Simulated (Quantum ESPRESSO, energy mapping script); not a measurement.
# MnS: J from the energies of magnetic orders, part 2 of 3

Wanted: the magnetic order of MnS, its couplings and an estimate of its ordering temperature, by PBE+U (4 eV), QE, GBRV.

PBE with U = 4 eV on Mn d, ortho-atomic projectors; plane waves, U on orthogonalised atomic orbitals unless named otherwise, collinear spin, no spin–orbit coupling.

So far. Step 3 (Run 1 (parallel; cell A, 4 atoms)): The run ends ferromagnetic.

The database entry behind the starting cell differs from later determinations by our own check (an axis about 0.2 % short against later determinations), so it need not match the best structure at ambient conditions.

## (4) Compensated +− start in cell A (4 atoms)

Level of this step: PBE with U = 4 eV on Mn d, ortho-atomic projectors, GBRV potentials (Quantum ESPRESSO).

This order reverses 6 of the 12 neighbours at 3.68 Å, 6 of the 6 neighbours at 5.21 Å and 12 of the 24 neighbours at 6.38 Å, counted for an average magnetic atom.

Contents of pw.in:

```
&control
  calculation = 'scf'
  prefix = 'pw'
  outdir = './tmp/'
  pseudo_dir = './pseudo/'
  verbosity = 'low'
/
&system
  ibrav = 0
  nat = 4
  ntyp = 3
  ecutwfc = 45
  ecutrho = 360
  nbnd = 33
  occupations = 'smearing'
  smearing = 'fd'
  degauss = 0.00367493
  nspin = 2
  starting_magnetization(1) = 0.3000
  starting_magnetization(2) = -0.3000
/
&electrons
  conv_thr = 1.0e-08
  electron_maxstep = 120
  mixing_beta = 0.3
  mixing_mode = 'plain'
/
ATOMIC_SPECIES
  Mn1 54.9380 Mn.upf
  Mn2 54.9380 Mn.upf
  S 32.0600 S.upf
CELL_PARAMETERS angstrom
  0.00000000 -2.60450000 -2.60450000
  -2.60450000 0.00000000 -2.60450000
  2.60450000 2.60450000 -5.20900000
ATOMIC_POSITIONS crystal
  Mn1 0.50000000 0.50000000 0.50000000
  Mn2 0.00000000 0.00000000 0.00000000
  S 0.75000000 0.75000000 0.75000000
  S 0.25000000 0.25000000 0.25000000
K_POINTS automatic
  7 7 7 0 0 0
HUBBARD {ortho-atomic}
U Mn1-3d 4
U Mn2-3d 4
```

Started as:

```
$ OMP_NUM_THREADS=1 mpirun -n 8 pw.x -nk 8 -in pw.in > pw.out
```

Log:

```text
[banner, memory and clock lines left out]
Program PWSCF v.7.5 starts
[...]
unit-cell volume          =     476.9026 (a.u.)^3
     number of atoms/cell      =            4
[...]
number of electrons       =        42.00
     number of Kohn-Sham states=           33
     kinetic-energy cutoff     =      45.0000  Ry
     charge density cutoff     =     360.0000  Ry
     scf convergence threshold =      1.0E-08
[...]
Exchange-correlation=  SLA  PW   PBX  PBC
[...]
Hubbard projectors: ortho-atomic
     Hubbard parameters of DFT+U (Dudarev formulation) in eV:
[...]
atomic species   magnetization
[...]
12 Sym. Ops., with inversion, found
[...]
number of k points=    44  Fermi-Dirac smearing, width (Ry)=  0.0037
[...]
Number of occupied Hubbard levels =   10.0000
     Atomic wfc used for Hubbard projectors are orthogonalized
[...]
iteration #  1     ecut=    45.00 Ry     beta= 0.30
[...]
Number of occupied Hubbard levels =   10.0343
     total energy              =    -470.46823244 Ry
     estimated scf accuracy    <       0.98466139 Ry
     total magnetization       =     0.00 Bohr mag/cell
     absolute magnetization    =     9.39 Bohr mag/cell
     iteration #  2     ecut=    45.00 Ry     beta= 0.30
[...]
total energy              =    -470.63986971 Ry
     estimated scf accuracy    <       0.04524745 Ry
     total magnetization       =    -0.00 Bohr mag/cell
     absolute magnetization    =     9.47 Bohr mag/cell
     iteration #  3     ecut=    45.00 Ry     beta= 0.30
[...]
total energy              =    -470.65791366 Ry
     estimated scf accuracy    <       0.01885198 Ry
     total magnetization       =     0.00 Bohr mag/cell
     absolute magnetization    =     9.46 Bohr mag/cell
[...]
total energy              =    -470.66032450 Ry
[...]
iteration # 10     ecut=    45.00 Ry     beta= 0.30
[...]
total energy              =    -470.66032469 Ry
     estimated scf accuracy    <       0.00000051 Ry
     total magnetization       =     0.00 Bohr mag/cell
     absolute magnetization    =     9.47 Bohr mag/cell
     iteration # 11     ecut=    45.00 Ry     beta= 0.30
[...]
Magnetic moment per site  (integrated on atomic sphere of radius R)
     atom   1 (R=0.292)  charge= 13.1496  magn=  4.4255
     atom   2 (R=0.292)  charge= 13.1500  magn= -4.4257
     atom   3 (R=0.292)  charge=  4.7178  magn= -0.0000
[...]
19.4314
          k = 0.0505 0.0505-0.0505 (  2454 PWs)   bands (ev):
[...]
19.4015
          k = 0.1010 0.1010-0.1010 (  2451 PWs)   bands (ev):
[...]
19.1444
          k = 0.1515 0.1515-0.1515 (  2442 PWs)   bands (ev):
[...]
k =-0.1515 0.0505-0.0505 (  2434 PWs)   bands (ev):
[...]
k =-0.1010 0.1010-0.1010 (  2439 PWs)   bands (ev):
[...]
k =-0.0505 0.1515-0.1515 (  2447 PWs)   bands (ev):
[...]
k =-0.3030-0.1010 0.1010 (  2457 PWs)   bands (ev):
[...]
k =-0.2525-0.0505 0.0505 (  2437 PWs)   bands (ev):
[...]
k =-0.2020-0.0000 0.0000 (  2443 PWs)   bands (ev):
[...]
[... cut ...]
[...]
k =-0.6061-0.0000 0.0000 (  2416 PWs)   bands (ev):
[...]
k =-0.2525-0.0505-0.1515 (  2442 PWs)   bands (ev):
[...]
k =-0.2020-0.0000-0.2020 (  2427 PWs)   bands (ev):
[...]
k =-0.4041-0.2020 0.0000 (  2443 PWs)   bands (ev):
[...]
k =-0.3030 0.1010-0.3030 (  2421 PWs)   bands (ev):
[...]
k =-0.2525 0.1515-0.3536 (  2420 PWs)   bands (ev):
[...]
k =-0.5556-0.1515-0.0505 (  2435 PWs)   bands (ev):
[...]
k =-0.5051-0.1010-0.1010 (  2440 PWs)   bands (ev):
[...]
k =-0.4546-0.0505-0.1515 (  2443 PWs)   bands (ev):
[...]
k = 0.5051-0.3030 0.1010 (  2430 PWs)   bands (ev):
[...]
k = 0.6061-0.2020 0.0000 (  2413 PWs)   bands (ev):
[...]
k = 0.6566-0.1515-0.0505 (  2420 PWs)   bands (ev):
[...]
k = 0.3536-0.4546 0.2525 (  2410 PWs)   bands (ev):
[...]
k = 0.5556-0.4546 0.0505 (  2425 PWs)   bands (ev):
[...]
k = 0.6061-0.4041 0.0000 (  2422 PWs)   bands (ev):
[...]
k = 0.6566-0.3536-0.0505 (  2426 PWs)   bands (ev):
[...]
17.9537
          k = 0.4546-0.5556 0.1515 (  2415 PWs)   bands (ev):
[...]
5.6814   6.4840   6.7834   8.1845   8.4333  12.4598  12.8571  13.2221
    13.2861  13.5873  14.3244  14.6241  16.5650  17.0386  18.2069  18.6342
    18.8172
     the Fermi energy is    10.7440 ev
!    total energy              =    -470.66032483 Ry
     estimated scf accuracy    <          6.1E-09 Ry
     smearing contrib. (-TS)   =      -0.00000000 Ry
     internal energy E=F+TS    =    -470.66032483 Ry
     The total energy is F=E-TS. E is the sum of the following terms:
     one-electron contribution =    -265.10927628 Ry
     hartree contribution      =     147.86894929 Ry
     xc contribution           =     -70.52325781 Ry
     ewald contribution        =    -282.98656422 Ry
     Hubbard energy            =       0.08982420 Ry
     total magnetization       =    -0.00 Bohr mag/cell
     absolute magnetization    =     9.47 Bohr mag/cell
     convergence has been achieved in  11 iterations
```

It took 47 s on 8 MPI ranks of Arm Neoverse N1, shared host; peak memory 1.1 GiB.

Spin moment in the sphere by atom:

| atom | spin moment in the sphere (μB) |
| --- | --- |
| Mn1 | 4.43 |
| Mn2 | -4.43 |
| S3 | 0.00 |
| S4 | 0.00 |

The run ends antiferromagnetic, 56.85 meV a magnetic atom below the parallel order of its cell.

## (5) Run 3 (parallel; cell B, 4 atoms)

A new cell needs its own zero of energy.

This run holds the same structure in another cell (c 6.380 → 5.209 Å, α 73.2 → 90.0°, β 73.2 → 90.0°, γ 60.0 → 90.0°).

Contents of pw.in:

```
&control
  calculation = 'scf'
  prefix = 'pw'
  outdir = './tmp/'
  pseudo_dir = './pseudo/'
  verbosity = 'low'
/
&system
  ibrav = 0
  nat = 4
  ntyp = 2
  ecutwfc = 45
  ecutrho = 360
  nbnd = 38
  occupations = 'smearing'
  smearing = 'fd'
  degauss = 0.00367493
  nspin = 2
  starting_magnetization(1) = 0.3000
/
&electrons
  conv_thr = 1.0e-08
  electron_maxstep = 120
  mixing_beta = 0.3
  mixing_mode = 'plain'
/
ATOMIC_SPECIES
  Mn 54.9380 Mn.upf
  S 32.0600 S.upf
CELL_PARAMETERS angstrom
  0.00000000 -2.60450000 -2.60450000
  0.00000000 2.60450000 -2.60450000
  5.20900000 0.00000000 0.00000000
ATOMIC_POSITIONS crystal
  Mn 0.50000000 0.50000000 0.50000000
  Mn 0.00000000 0.00000000 0.00000000
  S 0.50000000 0.50000000 0.00000000
  S 0.00000000 0.00000000 0.50000000
K_POINTS automatic
  6 6 4 0 0 0
HUBBARD {ortho-atomic}
U Mn-3d 4
```

Log:

```text
[banner, memory and clock lines left out]
Program PWSCF v.7.5 starts
[...]
unit-cell volume          =     476.9026 (a.u.)^3
     number of atoms/cell      =            4
[...]
number of electrons       =        42.00
     number of Kohn-Sham states=           38
     kinetic-energy cutoff     =      45.0000  Ry
     charge density cutoff     =     360.0000  Ry
[...]
The total energy is F=E-TS. E is the sum of the following terms:
     one-electron contribution =    -264.95238729 Ry
     hartree contribution      =     147.75278699 Ry
     xc contribution           =     -70.54441658 Ry
     ewald contribution        =    -282.98656422 Ry
     Hubbard energy            =       0.07874056 Ry
     total magnetization       =    10.00 Bohr mag/cell
     absolute magnetization    =    10.00 Bohr mag/cell
     convergence has been achieved in  10 iterations
[key lines of the parts left out:]
!    total energy              =    -470.65184100 Ry
the Fermi energy is    10.6014 ev
```

Run time: 32 s. Hardware: 8 MPI ranks; peak memory 0.93 GiB.

The run ends ferromagnetic. For each magnetic atom its energy differs from the parallel run of the first cell by 0.86 meV, an error that one common reference would have brought in.

## (6) Order 4: compensated +−, cell B of 4 atoms

This order reverses 8 of the 12 neighbours at 3.68 Å, 0 of the 6 neighbours at 5.21 Å and 16 of the 24 neighbours at 6.38 Å, counted for an average magnetic atom.

Changes to pw.in since step 5:

```diff
@@ -10,6 +10,6 @@
   nat = 4
-  ntyp = 2
+  ntyp = 3
   ecutwfc = 45
   ecutrho = 360
-  nbnd = 38
+  nbnd = 33
   occupations = 'smearing'
@@ -19,2 +19,3 @@
   starting_magnetization(1) = 0.3000
+  starting_magnetization(2) = -0.3000
 /
@@ -27,3 +28,4 @@
 ATOMIC_SPECIES
-  Mn 54.9380 Mn.upf
+  Mn1 54.9380 Mn.upf
+  Mn2 54.9380 Mn.upf
   S 32.0600 S.upf
@@ -34,4 +36,4 @@
 ATOMIC_POSITIONS crystal
-  Mn 0.50000000 0.50000000 0.50000000
-  Mn 0.00000000 0.00000000 0.00000000
+  Mn1 0.50000000 0.50000000 0.50000000
+  Mn2 0.00000000 0.00000000 0.00000000
   S 0.50000000 0.50000000 0.00000000
@@ -41,2 +43,3 @@
 HUBBARD {ortho-atomic}
-U Mn-3d 4
+U Mn1-3d 4
+U Mn2-3d 4
```

Log:

```text
[banner, memory and clock lines left out]
Program PWSCF v.7.5 starts
[...]
unit-cell volume          =     476.9026 (a.u.)^3
     number of atoms/cell      =            4
[...]
number of electrons       =        42.00
     number of Kohn-Sham states=           33
     kinetic-energy cutoff     =      45.0000  Ry
     charge density cutoff     =     360.0000  Ry
[...]
The total energy is F=E-TS. E is the sum of the following terms:
     one-electron contribution =    -264.93090913 Ry
     hartree contribution      =     147.71155028 Ry
     xc contribution           =     -70.53113481 Ry
     ewald contribution        =    -282.98656422 Ry
     Hubbard energy            =       0.08206579 Ry
     total magnetization       =     0.00 Bohr mag/cell
     absolute magnetization    =     9.72 Bohr mag/cell
     convergence has been achieved in  12 iterations
[key lines of the parts left out:]
!    total energy              =    -470.65499242 Ry
the Fermi energy is    10.5797 ev
```

Run time: 63 s. Hardware: 8 MPI ranks; peak memory 0.95 GiB.

The run ends antiferromagnetic, 21.44 meV a magnetic atom below the parallel order of its cell.

## (7) Run 5 (parallel; cell C, 6 atoms)

A new cell needs its own zero of energy.

Contents of pw.in:

```
&control
  calculation = 'scf'
  prefix = 'pw'
  outdir = './tmp/'
  pseudo_dir = './pseudo/'
  verbosity = 'low'
/
&system
  ibrav = 0
  nat = 6
  ntyp = 2
  ecutwfc = 45
  ecutrho = 360
  nbnd = 54
  occupations = 'smearing'
  smearing = 'fd'
  degauss = 0.00367493
  nspin = 2
  starting_magnetization(1) = 0.3000
/
&electrons
  conv_thr = 1.5e-08
  electron_maxstep = 120
  mixing_beta = 0.3
  mixing_mode = 'plain'
/
ATOMIC_SPECIES
  Mn 54.9380 Mn.upf
  S 32.0600 S.upf
CELL_PARAMETERS angstrom
  0.00000000 2.60450000 2.60450000
  -2.60450000 0.00000000 -2.60450000
  -5.20900000 -5.20900000 5.20900000
ATOMIC_POSITIONS crystal
  Mn 0.00000000 0.00000000 0.00000000
  Mn 0.33333333 0.66666667 0.66666667
  Mn 0.66666667 0.33333333 0.33333333
  S 0.66666667 0.33333333 0.83333333
  S 0.00000000 0.00000000 0.50000000
  S 0.33333333 0.66666667 0.16666667
K_POINTS automatic
  7 7 3 0 0 0
HUBBARD {ortho-atomic}
U Mn-3d 4
```

Log:

```text
[banner, memory and clock lines left out]
Program PWSCF v.7.5 starts
[...]
unit-cell volume          =     715.3539 (a.u.)^3
     number of atoms/cell      =            6
[...]
number of electrons       =        63.00
     number of Kohn-Sham states=           54
     kinetic-energy cutoff     =      45.0000  Ry
     charge density cutoff     =     360.0000  Ry
[...]
The total energy is F=E-TS. E is the sum of the following terms:
     one-electron contribution =    -397.42769126 Ry
     hartree contribution      =     221.62750819 Ry
     xc contribution           =    -105.81606489 Ry
     ewald contribution        =    -424.47984633 Ry
     Hubbard energy            =       0.11814491 Ry
     total magnetization       =    15.00 Bohr mag/cell
     absolute magnetization    =    15.00 Bohr mag/cell
     convergence has been achieved in  11 iterations
[key lines of the parts left out:]
!    total energy              =    -705.97794956 Ry
the Fermi energy is    10.6455 ev
```

Run time: 62 s. Hardware: 8 MPI ranks; peak memory 1.3 GiB; 7.1 min of CPU time.

The run ends ferromagnetic. For each magnetic atom its energy differs from the parallel run of the first cell by 0.01 meV, an error that one common reference would have brought in.

## (8) Uncompensated ++− start in cell C (6 atoms)

This order reverses 4 of the 12 neighbours at 3.68 Å, 4 of the 6 neighbours at 5.21 Å and 12 of the 24 neighbours at 6.38 Å, counted for an average magnetic atom.

Changes to pw.in since step 7:

```diff
@@ -10,6 +10,6 @@
   nat = 6
-  ntyp = 2
+  ntyp = 3
   ecutwfc = 45
   ecutrho = 360
-  nbnd = 54
+  nbnd = 49
   occupations = 'smearing'
@@ -19,2 +19,3 @@
   starting_magnetization(1) = 0.3000
+  starting_magnetization(2) = -0.3000
 /
@@ -27,3 +28,4 @@
 ATOMIC_SPECIES
-  Mn 54.9380 Mn.upf
+  Mn1 54.9380 Mn.upf
+  Mn2 54.9380 Mn.upf
   S 32.0600 S.upf
@@ -34,5 +36,5 @@
 ATOMIC_POSITIONS crystal
-  Mn 0.00000000 0.00000000 0.00000000
-  Mn 0.33333333 0.66666667 0.66666667
-  Mn 0.66666667 0.33333333 0.33333333
+  Mn1 0.00000000 0.00000000 0.00000000
+  Mn1 0.33333333 0.66666667 0.66666667
+  Mn2 0.66666667 0.33333333 0.33333333
   S 0.66666667 0.33333333 0.83333333
@@ -43,2 +45,3 @@
 HUBBARD {ortho-atomic}
-U Mn-3d 4
+U Mn1-3d 4
+U Mn2-3d 4
```

Log:

```text
[banner, memory and clock lines left out]
Program PWSCF v.7.5 starts
[...]
unit-cell volume          =     715.3539 (a.u.)^3
     number of atoms/cell      =            6
[...]
number of electrons       =        63.00
     number of Kohn-Sham states=           49
     kinetic-energy cutoff     =      45.0000  Ry
     charge density cutoff     =     360.0000  Ry
[...]
The total energy is F=E-TS. E is the sum of the following terms:
     one-electron contribution =    -397.60036467 Ry
     hartree contribution      =     221.75331981 Ry
     xc contribution           =    -105.79140973 Ry
     ewald contribution        =    -424.47984633 Ry
     Hubbard energy            =       0.13060487 Ry
     total magnetization       =     5.00 Bohr mag/cell
     absolute magnetization    =    14.43 Bohr mag/cell
     convergence has been achieved in  12 iterations
[key lines of the parts left out:]
!    total energy              =    -705.98769606 Ry
the Fermi energy is    10.6691 ev
```

Run time: 59 s. Hardware: 8 MPI ranks; peak memory 1.4 GiB.

The run ends ferrimagnetic, 44.20 meV a magnetic atom below the parallel order of its cell.

## (9) Parallel start in cell D (6 atoms)

The parallel order again, as the reference for this cell.

This run holds the same structure in another cell (b 3.683 → 5.209 Å, c 9.022 → 6.380 Å, α 90.0 → 114.1°, β 90.0 → 106.8°, γ 120.0 → 90.0°).

Contents of pw.in:

```
&control
  calculation = 'scf'
  prefix = 'pw'
  outdir = './tmp/'
  pseudo_dir = './pseudo/'
  verbosity = 'low'
/
&system
  ibrav = 0
  nat = 6
  ntyp = 2
  ecutwfc = 45
  ecutrho = 360
  nbnd = 54
  occupations = 'smearing'
  smearing = 'fd'
  degauss = 0.00367493
  nspin = 2
  starting_magnetization(1) = 0.3000
/
&electrons
  conv_thr = 1.5e-08
  electron_maxstep = 120
  mixing_beta = 0.3
  mixing_mode = 'plain'
/
ATOMIC_SPECIES
  Mn 54.9380 Mn.upf
  S 32.0600 S.upf
CELL_PARAMETERS angstrom
  0.00000000 -2.60450000 -2.60450000
  -5.20900000 0.00000000 0.00000000
  2.60450000 5.20900000 -2.60450000
ATOMIC_POSITIONS crystal
  Mn 0.66666667 0.66666667 0.33333333
  Mn 0.33333333 0.33333333 0.66666667
  Mn 0.00000000 0.00000000 0.00000000
  S 0.66666667 0.16666667 0.33333333
  S 0.33333333 0.83333333 0.66666667
  S 0.00000000 0.50000000 0.00000000
K_POINTS automatic
  6 6 6 0 0 0
HUBBARD {ortho-atomic}
U Mn-3d 4
```

Log:

```text
[banner, memory and clock lines left out]
Program PWSCF v.7.5 starts
[...]
unit-cell volume          =     715.3539 (a.u.)^3
     number of atoms/cell      =            6
[...]
number of electrons       =        63.00
     number of Kohn-Sham states=           54
     kinetic-energy cutoff     =      45.0000  Ry
     charge density cutoff     =     360.0000  Ry
[...]
The total energy is F=E-TS. E is the sum of the following terms:
     one-electron contribution =    -397.42834293 Ry
     hartree contribution      =     221.62823282 Ry
     xc contribution           =    -105.81614161 Ry
     ewald contribution        =    -424.47984633 Ry
     Hubbard energy            =       0.11814913 Ry
     total magnetization       =    15.00 Bohr mag/cell
     absolute magnetization    =    15.00 Bohr mag/cell
     convergence has been achieved in  10 iterations
[key lines of the parts left out:]
!    total energy              =    -705.97794929 Ry
the Fermi energy is    10.6079 ev
```

Elapsed: 2.2 min, on 8 MPI ranks; peak memory 1.5 GiB.

The run ends ferromagnetic. For each magnetic atom its energy differs from the parallel run of the first cell by 0.01 meV, an error that one common reference would have brought in.

## (10) Uncompensated ++− start in cell D (6 atoms)

This order reverses 6.67 of the 12 neighbours at 3.68 Å, 2.67 of the 6 neighbours at 5.21 Å and 8 of the 24 neighbours at 6.38 Å, counted for an average magnetic atom.

Changes to pw.in since step 9:

```diff
@@ -10,6 +10,6 @@
   nat = 6
-  ntyp = 2
+  ntyp = 3
   ecutwfc = 45
   ecutrho = 360
-  nbnd = 54
+  nbnd = 49
   occupations = 'smearing'
@@ -19,2 +19,3 @@
   starting_magnetization(1) = 0.3000
+  starting_magnetization(2) = -0.3000
 /
@@ -27,3 +28,4 @@
 ATOMIC_SPECIES
-  Mn 54.9380 Mn.upf
+  Mn1 54.9380 Mn.upf
+  Mn2 54.9380 Mn.upf
   S 32.0600 S.upf
@@ -34,5 +36,5 @@
 ATOMIC_POSITIONS crystal
-  Mn 0.66666667 0.66666667 0.33333333
-  Mn 0.33333333 0.33333333 0.66666667
-  Mn 0.00000000 0.00000000 0.00000000
+  Mn1 0.66666667 0.66666667 0.33333333
+  Mn1 0.33333333 0.33333333 0.66666667
+  Mn2 0.00000000 0.00000000 0.00000000
   S 0.66666667 0.16666667 0.33333333
@@ -43,2 +45,3 @@
 HUBBARD {ortho-atomic}
-U Mn-3d 4
+U Mn1-3d 4
+U Mn2-3d 4
```

Log:

```text
[banner, memory and clock lines left out]
Program PWSCF v.7.5 starts
[...]
unit-cell volume          =     715.3539 (a.u.)^3
     number of atoms/cell      =            6
[...]
number of electrons       =        63.00
     number of Kohn-Sham states=           49
     kinetic-energy cutoff     =      45.0000  Ry
     charge density cutoff     =     360.0000  Ry
[...]
The total energy is F=E-TS. E is the sum of the following terms:
     one-electron contribution =    -397.52905495 Ry
     hartree contribution      =     221.68350599 Ry
     xc contribution           =    -105.79021187 Ry
     ewald contribution        =    -424.47984633 Ry
     Hubbard energy            =       0.12889169 Ry
     total magnetization       =     5.00 Bohr mag/cell
     absolute magnetization    =    14.42 Bohr mag/cell
     convergence has been achieved in  12 iterations
[key lines of the parts left out:]
!    total energy              =    -705.98671547 Ry
the Fermi energy is    10.6385 ev
```

Run time: 2.3 min. Hardware: 8 MPI ranks; peak memory 1.5 GiB.

The run ends ferrimagnetic, 39.76 meV a magnetic atom below the parallel order of its cell.

(Continued in part 3 of 3.)

[Logs and program files are shortened in this print: banners, set-up blocks, solver, clock and traceback lines can be left out without a mark of their own.]

[Logs are printed without paths, hosts, clocks, repeated set-up lines and the standing remarks that a program may print on its own settings, such as how far it seeks lower states.]

[Hosts, paths, dates, database ids (printed as entryN), source tags and the programs' standing remarks are cut or masked in the printed files.]

[Where a cell is said to come from a database of computed structures, the database is the Materials Project.]
